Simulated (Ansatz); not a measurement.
# What LiZnF3 (model cell, started as cubic perovskite with Zn in the octahedra) distorts into, part 3 of 3

Which phase does LiZnF3 (model cell, started as cubic perovskite with Zn in the octahedra) fall into along its unstable mode, and how much energy does it gain?

Ansatz 0.2.0; DFT PBEsol, scalar-relativistic, plane waves, PAW; PAW set soft_1.

So far. Step 5 (Energy along the mode, all amplitudes (two of the runs …): The lowest of the steps tried is the last one, at 0.6 Å, 54.7 meV/atom below the parent; the bottom of the well need not coincide with a step. Step 7 (The new phase in its own primitive cell): The largest force component left is 0.72 meV/Å and the pressure is -0.001 GPa, within the tolerances set. The cell now holds 13.01 Å³/atom. The relaxed cell has a = 5.596, c = 7.197 Å (conventional setting).

The structure was built from a prototype and need not be the compound's stable phase.

**8. Modes of the new phase, k-mesh 6×6×6**

A relaxed structure may still be a saddle point, so its zone-centre modes are computed. The response to a homogeneous field gives the Born charges and the dielectric tensor.

Contents of input.yaml:

```yaml
crystal:
  lattice:
    - [2.7981950425, 1.6155386611, 2.3989209997]
    - [-2.7981950425, 1.6155386611, 2.3989209997]
    - [0.0, -3.2310773221, 2.3989209997]
  atoms:
    - { symbol: Li, position: [0.8569752929, 0.8569752929, 0.8569752929] }
    - { symbol: Zn, position: [0.4962786408, 0.4962786408, 0.4962786408] }
    - { symbol: F, position: [0.5432811476, 0.0103820118, 0.5432811476] }
    - { symbol: F, position: [0.0103820118, 0.5432811476, 0.5432811476] }
    - { symbol: F, position: [0.5432811476, 0.5432811476, 0.0103820118] }
kpoints:
  mp_grid: { grid: [6, 6, 6] }
hamiltonian:
  xc: pbesol
  pseudopotentials: { kind: paw, azcp: { folder: soft_1 }, xc_functional: pbe }
scf:
  occupations: { method: fixed }
output:
  eigenvalues: true
phonons:
  method: dfpt
  dielectric: true
  rigid_motions: translations
```

The run is started by

```sh
> ansatz run input.yaml --threads 4 --pin off --max-ram 16384MiB --backend cpu --events-out ev --progress --plain --runs-dir out
```

Numbers of over 12 decimals in the logs are rounded to 6 here.

The log of the run:

```text
[...]
Crystal: 5 atoms, lattice volume = 65.067 Å³
Basis set: ecut = 420 eV, 1281 PW (Γ), exchange–correlation on 54×54×54 points (8 copies of the dense FFT grid, shifted against one another)
Bands: 23, of which v1, the nominal top of the filled ones, is band 18 counted from 1 (17 counted from 0)
Symmetry: 6 space group operations
k-points: 112 of 216 (irreducible under 1 space group operation, time reversal used)
[...]
SCF iter   1: F=—  HF=-5893.657742 eV  |F-HF|=—  |Δ(HF+E_count)|=         —  Δρ=1.76e-1  dr2=1.21e1  ethr=3.10e-3  ⟨swp⟩=4.1  Hψ=12129  notcnv=0  defer=327
[...]
SCF iter  12: F=-5888.986686 eV  HF=-5888.986686 eV  |F-HF|=4.73e-11  |Δ(HF+E_count)|=  8.50e-10  Δρ=1.10e-7  dr2=9.67e-12  ethr=1.00e-12  ⟨swp⟩=12.9  Hψ=16672  notcnv=0
SCF 1 converged in 12 iterations: F = -5888.986686 eV  dr2 = 9.67e-12
[...]
NSCF: frozen V_eff on 6 k-points
DFPT response loops at Γ: preconditioner auto → none (the input reference at scf.mixing.eps_inf says where Resta's filter doesn't serve); β = 0.50; Broyden in place of MSR1
SCF converged after 12 iterations
Free energy (F): -5888.986686 eV
[...]
Internal energy: -5888.986686 eV  (E = F + TS)
E sigma→0 (E₀):  -5888.986686 eV
Fermi energy:    1.302217 eV
[...]
--- Band table (eV; the first three rows and the last of 112) ---
  k-point 0: bands = [... 14 lower, -0.4115, -0.3372, -0.1943, -0.1943, 5.0817, 9.1820, 12.9356, 12.9356, ... 1 higher]
  k-point 1: bands = [... 14 lower, -0.4083, -0.3157, -0.1660, -0.0923, 5.5643, 9.3519, 12.3491, 13.1612, ... 1 higher]
  k-point 2: bands = [... 14 lower, -0.4280, -0.2903, -0.1083, -0.0639, 6.7110, 9.3422, 11.8320, 13.6367, ... 1 higher]
  k-point 111: bands = [... 14 lower, -0.1256, 0.1328, 1.3022, 1.3022, 9.6903, 11.0719, 11.6707, 11.6707, ... 1 higher]
--- Phonons (Γ-DFPT): 6 representative perturbations + reference, on 112 of 216 k-points (Σ response iterations 22) ---
  k mesh reduced under 1 symmetry operation, with k and −k counted as one. Each operation leaves every solved perturbation unchanged. A smaller set is not considered because the run solves the response to a homogeneous field
  ASR residual: 7.171e-5 → 0.000e0 eV/Å²; symmetrization residual: 3.737e-5 eV/Å²
  ASR residual per site (eV/Å²): 1.19e-5 7.17e-5 2.17e-5 2.17e-5 2.50e-5
[...]
ε∞ (high-frequency dielectric tensor):
        2.161286    -0.000000     0.000000
        0.000000     2.161286     0.000000
        0.000000     0.000000     2.174538
  ε⁰ (static dielectric tensor: ions relaxed, cell fixed):
        8.364016     0.000000    -0.000000
        0.000000     8.364016    -0.000000
       -0.000000    -0.000000     5.887307
  ε⁰ − ε∞ (ionic part):
        6.202730     0.000000    -0.000000
        0.000000     6.202730    -0.000000
       -0.000000    -0.000000     3.712768
  softest optical mode at Γ: 72.39 cm⁻¹; the repairs (sum rule, projections) moved no ω² at Γ by more than (4.76 cm⁻¹)²
  Born effective charges Z* (e; rows j = field, columns β = displacement):
    site 0:
         1.07169   -0.00000    0.00000
         0.00000    1.07169   -0.00000
         0.00000   -0.00000    1.01964
    site 1:
         2.23137   -0.00000    0.00000
         0.00000    2.23137    0.00000
         0.00000    0.00000    2.28162
    site 2:
        -1.27233    0.29671    0.34610
         0.29671   -0.92971   -0.19982
         0.33775   -0.19500   -1.10042
    site 3:
        -1.27233   -0.29671   -0.34610
        -0.29671   -0.92971   -0.19982
        -0.33775   -0.19500   -1.10042
    site 4:
        -0.75841    0.00000   -0.00000
         0.00000   -1.44363    0.39964
        -0.00000    0.39001   -1.10042
  Z* charge neutrality: 8.103e-6 e pre-enforcement
  k-mesh period / interband length: 24.1 Å / 1.01 Å = 23.83 at k = (0.0000, 0.0000, 0.0000), direct gap 5.276 eV — 14 or more, which is no proof of convergence
  optical modes at Γ without the LO–TO term, one row a degenerate level:
      ω (cm⁻¹)  modes    IR ((D/Å)²/amu)
         72.39      1             0.0000
        135.76      2             3.7945
        185.15      2             2.5687
        212.09      1             3.0093
        330.40      2             4.2620
        392.15      1             6.8813
        429.21      2            10.7946
        477.12      1             0.3681
  optical modes at Γ + LO–TO along q̂ = [1.0000, 0.0000, 0.0000]:
      ω (cm⁻¹)  modes    IR ((D/Å)²/amu)
         72.39      1             0.0000
        135.76      1             1.8973
        159.50      1             0.0782
        185.15      1             1.2843
        212.09      1             3.0093
        223.50      1             0.5404
        330.40      1             2.1310
        354.90      1             0.4593
[...]
optical modes at Γ + LO–TO along q̂ = [0.0000, 1.0000, 0.0000]:
      ω (cm⁻¹)  modes    IR ((D/Å)²/amu)
[...]
392.15      1             6.8813
        429.21      1             5.3973
        477.12      1             0.3681
        554.23      1             9.6319
  optical modes at Γ + LO–TO along q̂ = [0.0000, 0.0000, 1.0000]:
      ω (cm⁻¹)  modes    IR ((D/Å)²/amu)
         72.39      1             0.0000
        135.76      2             3.7945
        185.15      2             2.5687
        255.96      1             0.5477
        330.40      2             4.2620
        429.21      2            10.7946
        469.85      1             0.4676
        542.93      1             9.2435
```

Run time: 36 s. Hardware: 4 threads of Intel Xeon Platinum 8375C at 2.90GHz (Ice Lake), shared host; peak memory 0.97 GiB.

Numbers from this step:

```yaml
sum_rule_residual_before_enforcement: 7.17e-5 eV/Å²
miss_of_the_charge_sum_rule: 8.10e-6 e
point_group: 3m
highest_optical_mode_at_the_zone_centre_no_lo_to_term: 477.1 cm⁻¹
lowest_optical_zone_centre_mode: 72.39 cm⁻¹
mean_high_frequency_dielectric_constant: 2.166
largest_born_charge_third_of_the_trace: 2.248 e
mean_static_dielectric_constant: 7.538
top_of_the_zone_centre_spectrum_with_the_field: 554.2 cm⁻¹
```

Without the LO-TO term. Patterns of degenerate modes are one choice out of their space. Modes at Γ, with each element's share of the kinetic energy:

```csv
mode,frequency (cm⁻¹),symmetry,Li %,Zn %,F %
1,0.0,acoustic,5,51,44
2,0.0,acoustic,5,51,44
3,0.0,acoustic,5,51,44
4,72.4,A2,0,0,100
5,135.8,E,16,2,82
6,135.8,E,16,2,82
7,185.2,E,5,36,59
8,185.2,E,5,36,59
9,212.1,A1,3,44,53
10,330.4,E,70,3,28
11,330.4,E,70,3,28
12,392.1,A1,80,0,20
13,429.2,E,4,9,87
14,429.2,E,4,9,87
15,477.1,A1,12,5,83
```

Displacements in mode 4 (72.4 cm⁻¹), the largest set to 1:
```
Li1  0.00  0.00  0.00
Zn2  0.00  0.00  0.00
F3  -0.50 -0.87  0.00
F4  -0.50  0.87  0.00
F5   1.00  0.00  0.00
```

Displacements in mode 9 (212.1 cm⁻¹), the largest set to 1:
```
Li1  0.00  0.00 -0.70
Zn2  0.00  0.00  0.95
F3  -0.43  0.25 -1.00
F4   0.43  0.25 -1.00
F5   0.00 -0.49 -1.00
```

Optical modes at the zone centre, without and with the macroscopic field of the longitudinal modes; each column is sorted by frequency, so a row need not hold one and the same mode. Modes with and without the field, by row:

```csv
rank among optical modes,no field (cm⁻¹),"q along (1, 0, 0) (cm⁻¹)","q along (0, 0, 1) (cm⁻¹)"
1,72.4,72.4,72.4
2,135.8,135.8,135.8
3,135.8,159.5,135.8
4,185.2,185.2,185.2
5,185.2,212.1,185.2
6,212.1,223.5,256
7,330.4,330.4,330.4
8,330.4,354.9,330.4
9,392.1,392.1,429.2
10,429.2,429.2,429.2
11,429.2,477.1,469.9
12,477.1,554.2,542.9
```

Born charge (rows field, columns displacement) (e), principal values of the symmetric part by kind of site:

```csv
atom,atoms with these values,low,middle,high,mean
Li1,1,1.02,1.07,1.07,1.05
Zn2,1,2.23,2.23,2.28,2.25
F3,3,-1.70,-0.84,-0.76,-1.10
```

In full for Li1:

```
1.07 0.00 0.00
0.00 1.07 0.00
0.00 0.00 1.02
```

High-frequency dielectric tensor:

```
2.16 0.00 0.00
0.00 2.16 0.00
0.00 0.00 2.17
```

Static dielectric tensor (ions relaxed, fixed cell):

```
8.36 0.00 0.00
0.00 8.36 0.00
0.00 0.00 5.89
```

Transverse modes. Infrared lines, with heights relative to the strongest:

```csv
position (cm⁻¹),label,relative intensity
72,A2,0.0
136,E,35
185,E,24
212,A1,28
330,E,39
392,A1,64
429,E,100
477,A1,3.4
```

Before it was imposed, the acoustic sum rule was missed by 7.2e-5 eV/Å² and the charge sum rule by 8.1e-6 e. Small misses are needed for a sound result but don't prove that mesh and cutoff are converged. The lowest optical mode is real, 72.4 cm⁻¹.

**9. What came out**

- unstable mode of the parent: q = (0, 0, 0), 231i cm⁻¹
- depth at the lowest point sampled: 54.7 meV/atom
- largest atomic shift at that point: 0.6 Å
- space group reached (within 0.01 Å): R3m
- energy gained over the parent (first relaxation, on the mesh of the frozen mode): 109 meV/atom
- volume per atom, phase reached: 13.0 Å³
- gap on the k-mesh, phase reached: 3.78 eV
- lowest optical zone-centre mode, phase reached: 72.4 cm⁻¹
- highest optical mode at the zone centre (no LO-TO term), phase reached: 477 cm⁻¹

**Reading.** Along this mode the structure falls into R3m, 109 meV/atom below the parent. At the parent's cell the well is 54.67 meV/atom deep on the steps tried, with its lowest point at a shift of 0.6 Å. That is the last step tried, so the steps alone don't bracket the bottom of the well. Relaxing atoms and cell changes the gain by +54.44 meV/atom against the lowest step (energies at zero smearing). The new phase has no imaginary mode at the zone centre of its cell; other wavevectors were not checked. Of the 6 patterns followed to their end from this parent, this one ends 82.7 meV/atom above the lowest, Imma. Each path keeps the symmetry of its pattern, so a lower phase may lie along a pattern not tried. The PAW files were made for PBE and serve the other functionals too. The starting cell was built on a prototype and not taken from a measurement, so the phase need not exist.

[Logs are printed without paths, hosts, clocks, repeated set-up lines and the standing remarks that a program may print on its own settings, such as how far it seeks lower states.]

[Hosts, paths, dates, database ids (printed as entryN), source tags and the programs' standing remarks are cut or masked in the printed files.]
